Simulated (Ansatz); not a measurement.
**Elastic response of glassy 47P2O5-53CaO (mol %) (83 atoms)**

How stiff is glassy 47P2O5-53CaO (mol %) (83 atoms), and how do its levels respond to strain?

Calculated with Ansatz 0.2.0; Kohn-Sham DFT, PBE, PAW (set soft_2), plane waves.

### Step 1. Set-up

The cell holds 83 atoms: 18 P, 10 Ca and 55 O. Its edges and angles: a = 10.750 Å, b = 10.750 Å, c = 10.750 Å, α = 90.0°, β = 90.0°, γ = 90.0°. 83 atoms (18 P, 10 Ca, 55 O) placed at random at 2.65 g/cm³, melted at 4000 K for 10 ps at fixed volume with the Morse and Coulomb pair potential with partial charges (Pedone, Malavasi, Menziani, Cormack and Segre, J. Phys. Chem. B 110, 11780 (2006)). Quenched from 4000 K to 300 K at 500 K/ps and fixed volume, held 10 ps at zero pressure.

What the set-up can't give: The quench rate of 500 K/ps far exceeds what a furnace or splat quench reaches, so expect more defects and frozen-in strain than in a real sample. The network of bonds at the start is that of the classical potential that made the cell, and needn't be the one that DFT or experiment would give. Sampling is at Γ alone.

### Step 2. Single point at the start

A single point comes first, to see the forces before anything moves.

File input.yaml:

```yaml
crystal:
  lattice:
    - [10.74966, 0.0, 0.0]
    - [0.0, 10.74966, 0.0]
    - [0.0, 0.0, 10.74966]
  atoms:
    - { symbol: P, position: [0.93491, 0.56128, 0.40847] }
    - { symbol: P, position: [0.48537, 0.42684, 0.41994] }
    - { symbol: P, position: [0.5942, 0.22983, 0.81159] }
    - { symbol: P, position: [0.87103, 0.85774, 0.67844] }
    - { symbol: P, position: [0.17471, 0.27593, 0.2863] }
    - { symbol: P, position: [0.14664, 0.71802, 0.33686] }
    - { symbol: P, position: [0.58909, 0.07247, 0.28548] }
    - { symbol: P, position: [0.91443, 0.20203, 0.20347] }
    - { symbol: P, position: [0.05732, 0.5683, 0.94038] }
    - { symbol: P, position: [0.44323, 0.64733, 0.76797] }
    - { symbol: P, position: [0.12341, 0.144, 0.86247] }
    - { symbol: P, position: [0.7267, 0.62639, 0.76493] }
    - { symbol: P, position: [0.23689, 0.3664, 0.02097] }
    - { symbol: P, position: [0.30895, 0.02504, 0.32044] }
    - { symbol: P, position: [0.85068, 0.5851, 0.13318] }
    - { symbol: P, position: [0.42785, 0.70619, 0.37311] }
    - { symbol: P, position: [0.50973, 0.96084, 0.88997] }
    - { symbol: P, position: [0.38471, 0.37679, 0.68126] }
    - { symbol: Ca, position: [0.58214, 0.71254, 0.0667] }
    - { symbol: Ca, position: [0.85451, 0.87978, 0.34217] }
    - { symbol: Ca, position: [0.76424, 0.27847, 0.49991] }
    - { symbol: Ca, position: [0.57953, 0.36507, 0.10652] }
    - { symbol: Ca, position: [0.21957, 0.90243, 0.65755] }
    - { symbol: Ca, position: [0.85542, 0.33395, 0.87455] }
    - { symbol: Ca, position: [0.04591, 0.37987, 0.64454] }
    - { symbol: Ca, position: [0.56962, 0.95151, 0.56425] }
    - { symbol: Ca, position: [0.82575, 0.92903, 0.04161] }
    - { symbol: Ca, position: [0.20858, 0.85043, 0.03711] }
    - { symbol: O, position: [0.44652, 0.57006, 0.42332] }
    - { symbol: O, position: [0.79182, 0.91136, 0.57391] }
    - { symbol: O, position: [0.81907, 0.25328, 0.29197] }
    - { symbol: O, position: [0.25014, 0.35537, 0.69905] }
    - { symbol: O, position: [0.60473, 0.12625, 0.41816] }
    - { symbol: O, position: [0.66045, 0.9529, 0.26515] }
    - { symbol: O, position: [0.69069, 0.21323, 0.71064] }
    - { symbol: O, position: [0.6145, 0.16029, 0.17614] }
    - { symbol: O, position: [0.75498, 0.49503, 0.73205] }
    - { symbol: O, position: [0.61904, 0.42325, 0.43664] }
    - { symbol: O, position: [0.95274, 0.55703, 0.04098] }
    - { symbol: O, position: [0.29453, 0.98415, 0.45285] }
    - { symbol: O, position: [0.84667, 0.72331, 0.14873] }
    - { symbol: O, position: [0.92344, 0.44089, 0.47785] }
    - { symbol: O, position: [0.08798, 0.03911, 0.94917] }
    - { symbol: O, position: [0.39112, 0.95165, 0.95606] }
    - { symbol: O, position: [0.41602, 0.5049, 0.7371] }
    - { symbol: O, position: [0.0463, 0.23334, 0.26202] }
    - { symbol: O, position: [0.42483, 0.37671, 0.54401] }
    - { symbol: O, position: [0.84502, 0.65972, 0.44727] }
    - { symbol: O, position: [0.06432, 0.61519, 0.40818] }
    - { symbol: O, position: [0.43741, 0.36588, 0.30767] }
    - { symbol: O, position: [0.50657, 0.7987, 0.43928] }
    - { symbol: O, position: [0.43812, 0.66372, 0.9074] }
    - { symbol: O, position: [0.60971, 0.9105, 0.96771] }
    - { symbol: O, position: [0.01221, 0.85694, 0.65176] }
    - { symbol: O, position: [0.89928, 0.06137, 0.19537] }
    - { symbol: O, position: [0.54381, 0.10262, 0.86928] }
    - { symbol: O, position: [0.58698, 0.65017, 0.73005] }
    - { symbol: O, position: [0.8156, 0.72234, 0.7036] }
    - { symbol: O, position: [0.90977, 0.54008, 0.26099] }
    - { symbol: O, position: [0.64624, 0.30902, 0.91405] }
    - { symbol: O, position: [0.5155, 0.9131, 0.75912] }
    - { symbol: O, position: [0.25692, 0.9383, 0.22522] }
    - { symbol: O, position: [0.10398, 0.69446, 0.92528] }
    - { symbol: O, position: [0.1613, 0.47795, 0.97552] }
    - { symbol: O, position: [0.01572, 0.21564, 0.80874] }
    - { symbol: O, position: [0.44564, 0.04456, 0.289] }
    - { symbol: O, position: [0.14911, 0.67636, 0.20453] }
    - { symbol: O, position: [0.45919, 0.69768, 0.23861] }
    - { symbol: O, position: [0.00451, 0.51079, 0.82368] }
    - { symbol: O, position: [0.73418, 0.65146, 0.90075] }
    - { symbol: O, position: [0.17766, 0.36328, 0.39036] }
    - { symbol: O, position: [0.18743, 0.25286, 0.94429] }
    - { symbol: O, position: [0.72631, 0.52057, 0.12165] }
    - { symbol: O, position: [0.06862, 0.83439, 0.35484] }
    - { symbol: O, position: [0.28307, 0.72424, 0.38958] }
    - { symbol: O, position: [0.37387, 0.37845, 0.00531] }
    - { symbol: O, position: [0.20884, 0.32986, 0.15874] }
    - { symbol: O, position: [0.47642, 0.28521, 0.74698] }
    - { symbol: O, position: [0.35552, 0.72076, 0.69252] }
    - { symbol: O, position: [0.25343, 0.15794, 0.30657] }
    - { symbol: O, position: [0.84225, 0.92142, 0.79978] }
    - { symbol: O, position: [0.91993, 0.27005, 0.08128] }
    - { symbol: O, position: [0.21139, 0.08904, 0.76964] }
kpoints:
  mp_grid: { grid: [1, 1, 1] }
hamiltonian:
  xc: pbe
scf:
  occupations: { method: fixed }
output:
  forces: true
```

The run is started by

```console
$ ansatz run input.yaml --threads 4 --pin off --max-ram 8192MiB --backend cpu --events-out ev --progress --plain --runs-dir out
```

Numbers of over 12 decimals in the logs are rounded to 6 here.

The program printed:

```text
[...]
Pseudopotentials: kind: paw
Pseudopotential: P, paw, valence charge 5, recommended cutoff 420 eV (normal), P.paw.azcp
Pseudopotential: Ca, paw, valence charge 10, recommended cutoff 420 eV (normal), Ca.paw.azcp
Pseudopotential: O, paw, valence charge 6, recommended cutoff 420 eV (normal), O.paw.azcp
[... 5 lines on functional and potentials left out ...]
Crystal: 83 atoms, lattice volume = 1242.179 Å³
Basis set: ecut = 420 eV, 24207 PW (Γ), exchange–correlation on 144×144×144 points (8 copies of the dense FFT grid, shifted against one another)
Bands: 343, of which v1, the nominal top of the filled ones, is band 260 counted from 1 (259 counted from 0)
Symmetry: 1 space group operations
Space group: P1 (ITA 1), of the structure as read, at distance tolerance 1.1e-4 Å
k-points: 1
[... 7 lines on functional and potentials left out ...]
Initial density: superposition of atomic densities (neutral atoms: chi_scale 0, normalization atom), corrected by the library's trained network
Initial wavefunctions: pseudopotential atomic-orbital guess
[...]
SCF iter   1: F=—  HF=-63036.375813 eV  |F-HF|=—  |Δ(HF+E_count)|=         —  Δρ=2.65e-3  dr2=1.40e-1  ethr=1.77e-3  ⟨swp⟩=12.0  Hψ=1326  notcnv=0  defer=81
preconditioner: auto → Resta (q_TF=auto, 2.360 Å⁻¹)  ε∞=2.9  [insulator: Δε(μ)=2.737 eV  Ē_g=16.938 eV  n_scr=256 (ndim 8)  ℏωp=23.6 eV  f_vac=0.186  ε∞_Penn≈2.9]
SCF iter   2: F=—  HF=-63036.364565 eV  |F-HF|=—  |Δ(HF+E_count)|=   1.12e-2  Δρ=1.36e-3  dr2=3.45e-2  ethr=2.68e-5  ⟨swp⟩=6.0  Hψ=633  notcnv=0  defer=81
SCF iter   3: F=—  HF=-63036.365438 eV  |F-HF|=—  |Δ(HF+E_count)|=   8.73e-4  Δρ=6.45e-4  dr2=8.46e-3  ethr=6.64e-6  ⟨swp⟩=6.0  Hψ=523  notcnv=0  defer=77
automatic band count: iteration 3 solves 339 bands in place of 343: the levels show a gap, and the empty bands left out lie too high to hold charge; the band table lists the bands solved (type scf.n_extra_bands for more)
SCF iter   4: F=—  HF=-63036.364151 eV  |F-HF|=—  |Δ(HF+E_count)|=   1.29e-3  Δρ=2.58e-4  dr2=1.02e-3  ethr=1.63e-6  ⟨swp⟩=5.0  Hψ=482  notcnv=0  defer=77
SCF iter   5: F=—  HF=-63036.364139 eV  |F-HF|=—  |Δ(HF+E_count)|=   1.21e-5  Δρ=1.46e-4  dr2=2.22e-4  ethr=1.96e-7  ⟨swp⟩=3.0  Hψ=557  notcnv=0  defer=77
SCF iter   6: F=—  HF=-63036.364138 eV  |F-HF|=—  |Δ(HF+E_count)|=   1.10e-6  Δρ=4.38e-5  dr2=2.00e-5  ethr=4.27e-8  ⟨swp⟩=3.0  Hψ=516  notcnv=0  defer=77
SCF iter   7: F=—  HF=-63036.366243 eV  |F-HF|=—  |Δ(HF+E_count)|=   2.11e-3  Δρ=1.63e-5  dr2=3.13e-6  ethr=3.84e-9  ⟨swp⟩=3.0  Hψ=629  notcnv=0  defer=77
SCF iter   8: F=—  HF=-63036.366245 eV  |F-HF|=—  |Δ(HF+E_count)|=   1.49e-6  Δρ=7.75e-6  dr2=6.41e-7  ethr=6.03e-10  ⟨swp⟩=3.0  Hψ=473  notcnv=0  defer=77
SCF iter   9: F=-63036.366245 eV  HF=-63036.366245 eV  |F-HF|=5.20e-8  |Δ(HF+E_count)|=   2.12e-7  Δρ=1.90e-6  dr2=4.79e-8  ethr=1.92e-11  ⟨swp⟩=4.0  Hψ=1334  notcnv=0
SCF 1 converged in 9 iterations: F = -63036.366245 eV  dr2 = 4.79e-8
[...]
SCF converged after 9 iterations
Free energy (F): -63036.366245 eV
Harris-Foulkes:  -63036.366245 eV  (|F-HF|=5.20e-8)
Internal energy: -63036.366245 eV  (E = F + TS)
E sigma→0 (E₀):  -63036.366245 eV
Fermi energy:    4.123974 eV
--- Per-component energies (eV) ---
[...]
Σ components = -63036.366245   (vs F -63036.366245, Δ=0.00e0)
--- Forces (eV/Å), atoms counted from 1 ---
  atom   1  P     -4.38993002     1.89944414    -1.53308967
  atom   2  P     -0.42753274     1.55661213    -1.56104381
  atom   3  P      0.80510387    -2.70969336     0.01499669
  atom   4  P      1.11341422     1.70640881     1.87872048
[...]
atom  83  O      1.06016175     0.15456450    -1.73757017
  max |Σ_I F_I| component: 1.10e-4 eV/Å
```

The job ended after 13 s (4 threads of Arm Neoverse V1, shared host; peak memory 1.3 GiB).

The r.m.s. force at the start is 1.4 eV/Å.

### Step 3. Cell and atoms relaxed

Cell and atoms are freed together, to release stress as well as forces.

File input.yaml:

```yaml
crystal:
  lattice:
    - [10.74966, 0.0, 0.0]
    - [0.0, 10.74966, 0.0]
    - [0.0, 0.0, 10.74966]
  atoms:
    [... the 83 atom lines of step 2 ...]
kpoints:
  mp_grid: { grid: [1, 1, 1] }
hamiltonian:
  xc: pbe
scf:
  occupations: { method: fixed }
output:
  forces: true
relax:
  f_tol: 0.05
  max_steps: 150
  cell: {}
```

The program printed:

```text
[...]
Crystal: 83 atoms, lattice volume = 1242.179 Å³
Basis set: ecut = 420 eV, 24207 PW (Γ), exchange–correlation on 144×144×144 points (8 copies of the dense FFT grid, shifted against one another)
Bands: 343, of which v1, the nominal top of the filled ones, is band 260 counted from 1 (259 counted from 0)
Symmetry: 1 space group operations
[...]
k-points: 1
[...]
SCF iter   1: F=—  HF=-63036.375808 eV  |F-HF|=—  |Δ(HF+E_count)|=         —  Δρ=2.65e-3  dr2=1.40e-1  ethr=1.77e-3  ⟨swp⟩=12.0  Hψ=1326  notcnv=0  defer=81
[...]
SCF iter   9: F=-63036.366245 eV  HF=-63036.366245 eV  |F-HF|=5.20e-8  |Δ(HF+E_count)|=   2.13e-7  Δρ=1.90e-6  dr2=4.79e-8  ethr=1.92e-11  ⟨swp⟩=4.0  Hψ=1334  notcnv=0
SCF 1 converged in 9 iterations: F = -63036.366245 eV  dr2 = 4.79e-8
[...]
relax step   1: F+E_penalty+E_count = -63036.36624520 eV  Δ(F+E_penalty+E_count) = +0.000e0 eV  max|allowed force component| = 4.445e0 eV/Å  Δτ_max = 0.0000 Å  P = +3.186 GPa  Ω = 1242.179 Å³  (9 SCF iters, dr2 threshold 1.00e-7 eV, accepted)
[... from here on, the SCF cycles and remarks between the steps are left out ...]
relax step   2: F+E_penalty+E_count = -63040.92191837 eV  Δ(F+E_penalty+E_count) = -4.556e0 eV  max|allowed force component| = 3.124e0 eV/Å  Δτ_max = 0.1903 Å  P = +2.517 GPa  Ω = 1212.810 Å³  energy of the carried Pulay correction = +9.958e-2 eV  (8 SCF iters, dr2 threshold 8.30e-6 eV, accepted)
relax step   3: F+E_penalty+E_count = -63043.50850283 eV  Δ(F+E_penalty+E_count) = -2.587e0 eV  max|allowed force component| = 1.557e0 eV/Å  Δτ_max = 0.1963 Å  P = +0.734 GPa  Ω = 1203.350 Å³  energy of the carried Pulay correction = +1.322e-1 eV  (8 SCF iters, dr2 threshold 8.30e-6 eV, accepted)
relax step   4: F+E_penalty+E_count = -63044.73854911 eV  Δ(F+E_penalty+E_count) = -1.230e0 eV  max|allowed force component| = 1.229e0 eV/Å  Δτ_max = 0.2000 Å  P = +0.124 GPa  Ω = 1209.413 Å³  energy of the carried Pulay correction = +1.113e-1 eV  (8 SCF iters, dr2 threshold 8.30e-6 eV, accepted)
relax step   5: F+E_penalty+E_count = -63045.45105808 eV  Δ(F+E_penalty+E_count) = -7.125e-1 eV  max|allowed force component| = 7.926e-1 eV/Å  Δτ_max = 0.1951 Å  P = -0.464 GPa  Ω = 1208.771 Å³  energy of the carried Pulay correction = +1.135e-1 eV  (8 SCF iters, dr2 threshold 8.30e-6 eV, accepted)
relax step   6: F+E_penalty+E_count = -63046.01312851 eV  Δ(F+E_penalty+E_count) = -5.621e-1 eV  max|allowed force component| = 5.554e-1 eV/Å  Δτ_max = 0.2000 Å  P = -0.113 GPa  Ω = 1204.331 Å³  energy of the carried Pulay correction = +1.288e-1 eV  (8 SCF iters, dr2 threshold 8.30e-6 eV, accepted)
relax step   7: F+E_penalty+E_count = -63046.49667829 eV  Δ(F+E_penalty+E_count) = -4.835e-1 eV  max|allowed force component| = 6.415e-1 eV/Å  Δτ_max = 0.2000 Å  P = -0.038 GPa  Ω = 1192.332 Å³  energy of the carried Pulay correction = +1.704e-1 eV  (8 SCF iters, dr2 threshold 8.30e-6 eV, accepted)
relax step   8: F+E_penalty+E_count = -63046.75963220 eV  Δ(F+E_penalty+E_count) = -2.630e-1 eV  max|allowed force component| = 6.584e-1 eV/Å  Δτ_max = 0.1931 Å  P = -0.347 GPa  Ω = 1190.168 Å³  energy of the carried Pulay correction = +1.780e-1 eV  (7 SCF iters, dr2 threshold 8.30e-6 eV, accepted)
relax step   9: F+E_penalty+E_count = -63047.02279428 eV  Δ(F+E_penalty+E_count) = -2.632e-1 eV  max|allowed force component| = 6.734e-1 eV/Å  Δτ_max = 0.2000 Å  P = -0.140 GPa  Ω = 1187.089 Å³  energy of the carried Pulay correction = +1.888e-1 eV  (8 SCF iters, dr2 threshold 8.30e-6 eV, accepted)
relax step  10: F+E_penalty+E_count = -63047.17311824 eV  Δ(F+E_penalty+E_count) = -1.503e-1 eV  max|allowed force component| = 4.964e-1 eV/Å  Δτ_max = 0.1936 Å  P = +0.106 GPa  Ω = 1185.400 Å³  energy of the carried Pulay correction = +1.947e-1 eV  (7 SCF iters, dr2 threshold 8.30e-6 eV, accepted)
relax step  11: F+E_penalty+E_count = -63047.24473857 eV  Δ(F+E_penalty+E_count) = -7.162e-2 eV  max|allowed force component| = 6.033e-1 eV/Å  Δτ_max = 0.1722 Å  P = -0.233 GPa  Ω = 1182.681 Å³  energy of the carried Pulay correction = +2.042e-1 eV  (7 SCF iters, dr2 threshold 8.30e-6 eV, accepted)
relax step  12: F+E_penalty+E_count = -63047.51101542 eV  Δ(F+E_penalty+E_count) = -2.663e-1 eV  max|allowed force component| = 2.717e-1 eV/Å  Δτ_max = 0.2000 Å  P = -0.051 GPa  Ω = 1179.761 Å³  energy of the carried Pulay correction = +2.145e-1 eV  (7 SCF iters, dr2 threshold 8.30e-6 eV, accepted)
relax step  13: F+E_penalty+E_count = -63047.63179068 eV  Δ(F+E_penalty+E_count) = -1.208e-1 eV  max|allowed force component| = 4.551e-1 eV/Å  Δτ_max = 0.1913 Å  P = -0.045 GPa  Ω = 1176.422 Å³  energy of the carried Pulay correction = +2.263e-1 eV  (7 SCF iters, dr2 threshold 4.61e-6 eV, accepted)
[...]
relax step  23: F+E_penalty+E_count = -63048.57890022 eV  Δ(F+E_penalty+E_count) = -8.978e-2 eV  max|allowed force component| = 4.848e-1 eV/Å  Δτ_max = 0.2000 Å  P = -0.040 GPa  Ω = 1174.749 Å³  energy of the carried Pulay correction = +2.322e-1 eV  (7 SCF iters, dr2 threshold 8.30e-6 eV, accepted)
relax step  24: F+E_penalty+E_count = -63048.66759699 eV  Δ(F+E_penalty+E_count) = -8.870e-2 eV  max|allowed force component| = 4.968e-1 eV/Å  Δτ_max = 0.1942 Å  P = +0.055 GPa  Ω = 1173.126 Å³  energy of the carried Pulay correction = +2.380e-1 eV  (7 SCF iters, dr2 threshold 8.30e-6 eV, accepted)
relax step  25: F+E_penalty+E_count = -63048.71779796 eV  Δ(F+E_penalty+E_count) = -5.020e-2 eV  max|allowed force component| = 2.830e-1 eV/Å  Δτ_max = 0.2000 Å  P = -0.002 GPa  Ω = 1177.569 Å³  energy of the carried Pulay correction = +2.223e-1 eV  (7 SCF iters, dr2 threshold 8.30e-6 eV, accepted)
relax step  26: F+E_penalty+E_count = -63048.66463181 eV  Δ(F+E_penalty+E_count) = +5.317e-2 eV  max|allowed force component| = 1.276e0 eV/Å  Δτ_max = 0.1067 Å  P = -0.348 GPa  Ω = 1177.309 Å³  energy of the carried Pulay correction = +2.232e-1 eV  (7 SCF iters, dr2 threshold 5.00e-6 eV, rejected (line search))
relax step  27: F+E_penalty+E_count = -63048.74306095 eV  Δ(F+E_penalty+E_count) = -2.526e-2 eV  max|allowed force component| = 6.815e-2 eV/Å  Δτ_max = 0.0533 Å  P = -0.009 GPa  Ω = 1176.862 Å³  energy of the carried Pulay correction = +2.248e-1 eV  (11 SCF iters, accepted)
relax step  28: F+E_penalty+E_count = -63048.73806579 eV  Δ(F+E_penalty+E_count) = +4.995e-3 eV  max|allowed force component| = 8.575e-2 eV/Å  Δτ_max = 0.1000 Å  P = -0.018 GPa  Ω = 1179.192 Å³  energy of the carried Pulay correction = +2.165e-1 eV  (9 SCF iters, dr2 threshold 2.90e-7 eV, accepted)
relax step  29: F+E_penalty+E_count = -63048.74784354 eV  Δ(F+E_penalty+E_count) = -9.778e-3 eV  max|allowed force component| = 5.802e-2 eV/Å  Δτ_max = 0.0412 Å  P = -0.019 GPa  Ω = 1178.325 Å³  energy of the carried Pulay correction = +2.196e-1 eV  (7 SCF iters, dr2 threshold 4.60e-7 eV, accepted)
relax step  30: F+E_penalty+E_count = -63048.73000808 eV  Δ(F+E_penalty+E_count) = +1.784e-2 eV  max|allowed force component| = 1.136e-1 eV/Å  Δτ_max = 0.1537 Å  P = +0.013 GPa  Ω = 1177.373 Å³  energy of the carried Pulay correction = +2.230e-1 eV  (9 SCF iters, dr2 threshold 2.10e-7 eV, rejected (line search))
relax step  31: F+E_penalty+E_count = -63048.75404142 eV  Δ(F+E_penalty+E_count) = -6.198e-3 eV  max|allowed force component| = 5.128e-2 eV/Å  Δτ_max = 0.0512 Å  P = +0.024 GPa  Ω = 1177.677 Å³  energy of the carried Pulay correction = +2.219e-1 eV  (12 SCF iters, accepted)
relax step  32: F+E_penalty+E_count = -63048.75348100 eV  Δ(F+E_penalty+E_count) = +5.604e-4 eV  max|allowed force component| = 4.850e-2 eV/Å  Δτ_max = 0.0350 Å  P = -0.014 GPa  Ω = 1178.049 Å³  energy of the carried Pulay correction = +2.206e-1 eV  (8 SCF iters, dr2 threshold 1.64e-7 eV, accepted)
relax step  33: F+E_penalty+E_count = -63048.63057417 eV  Δ(F+E_penalty+E_count) = +1.229e-1 eV  max|allowed force component| = 4.879e-2 eV/Å  Δτ_max = 0.0000 Å  P = -0.229 GPa  Ω = 1178.049 Å³  stress off target by 3.84e-1 GPa  SCF on the basis re-selected at this cell (its energy is not comparable with the rows above)  (7 SCF iters)
relax step  34: F+E_penalty+E_count = -63048.66041394 eV  Δ(F+E_penalty+E_count) = -2.984e-2 eV  max|allowed force component| = 6.620e-2 eV/Å  Δτ_max = 0.0189 Å  P = +0.089 GPa  Ω = 1170.670 Å³  energy of the carried Pulay correction = +2.583e-2 eV  (7 SCF iters, dr2 threshold 3.69e-7 eV, accepted)
relax step  35: F+E_penalty+E_count = -63048.63708400 eV  Δ(F+E_penalty+E_count) = +2.333e-2 eV  max|allowed force component| = 1.658e-1 eV/Å  Δτ_max = 0.1675 Å  P = +0.009 GPa  Ω = 1172.711 Å³  energy of the carried Pulay correction = +1.847e-2 eV  (9 SCF iters, dr2 threshold 2.74e-7 eV, rejected (line search))
relax step  36: F+E_penalty+E_count = -63048.65541182 eV  Δ(F+E_penalty+E_count) = +5.002e-3 eV  max|allowed force component| = 4.031e-2 eV/Å  Δτ_max = 0.0496 Å  P = +0.007 GPa  Ω = 1173.464 Å³  energy of the carried Pulay correction = +1.599e-2 eV  (12 SCF iters, accepted)
relax step  37: F+E_penalty+E_count = -63048.63800567 eV  Δ(F+E_penalty+E_count) = +1.741e-2 eV  max|allowed force component| = 4.016e-2 eV/Å  Δτ_max = 0.0000 Å  P = -0.009 GPa  Ω = 1173.464 Å³  stress off target by 3.94e-2 GPa  SCF on the basis re-selected at this cell (its energy is not comparable with the rows above)  (6 SCF iters)
[...]
SCF converged after 6 iterations
Free energy (F): -63048.638006 eV
[...]
Internal energy: -63048.638006 eV  (E = F + TS)
E sigma→0 (E₀):  -63048.638006 eV
Fermi energy:    3.484168 eV
[...]
Σ components = -63048.638006   (vs F -63048.638006, Δ=0.00e0)
--- Forces (eV/Å), atoms counted from 1 ---
  atom   1  P      0.01249767     0.01366728    -0.00141922
  atom   2  P      0.02586209    -0.00387743     0.01278541
  atom   3  P      0.00178891     0.01847436     0.01826123
  atom   4  P     -0.01258061     0.00715500     0.01928658
[...]
atom  83  O     -0.00488310     0.00029794     0.00200345
  max |Σ_I F_I| component: 2.21e-6 eV/Å
--- Stress (GPa, compression-positive) ---
        0.014752      -0.019016       0.005676
       -0.019015      -0.002685       0.000977
        0.005675       0.000976      -0.038532
  P = ⅓ Tr σ = -0.0088 GPa (-0.088 kbar)
--- Relaxed structure (35 steps of the walk, 32 accepted, 2 SCFs on fresh bases) ---
  F+E_penalty+E_count = -63048.63800567 eV   max|allowed force component| = 4.016e-2 eV/Å   (the final SCF, on the basis selected at the relaxed cell)
  cell:  # Å, volume = 1173.4637 Å³
    - [10.804121, -0.149247, 0.00765412]
    - [-0.149247, 10.651668, -0.137316]
    - [0.00765412, -0.137316, 10.200517]
  atoms:
    - { symbol: P, position: [0.925363, 0.531642, 0.441892] }
    - { symbol: P, position: [0.522409, 0.430014, 0.399385] }
    - { symbol: P, position: [0.565425, 0.215383, 0.779000] }
    - { symbol: P, position: [0.852968, 0.925954, 0.654464] }
[...]
- { symbol: O, position: [0.179547, 0.179083, 0.725070] }
```

The job ended after 6.4 min (4 threads; peak memory 1.3 GiB).

The relaxation converged after 35 steps, with a largest force component of 0.040 eV/Å.

(Part 1 of 4 ends here.)

[Logs are printed without paths, hosts, clocks, repeated set-up lines and the standing remarks that a program may print on its own settings, such as how far it seeks lower states.]

[Hosts, paths, dates, database ids (printed as entryN), source tags and the programs' standing remarks are cut or masked in the printed files.]
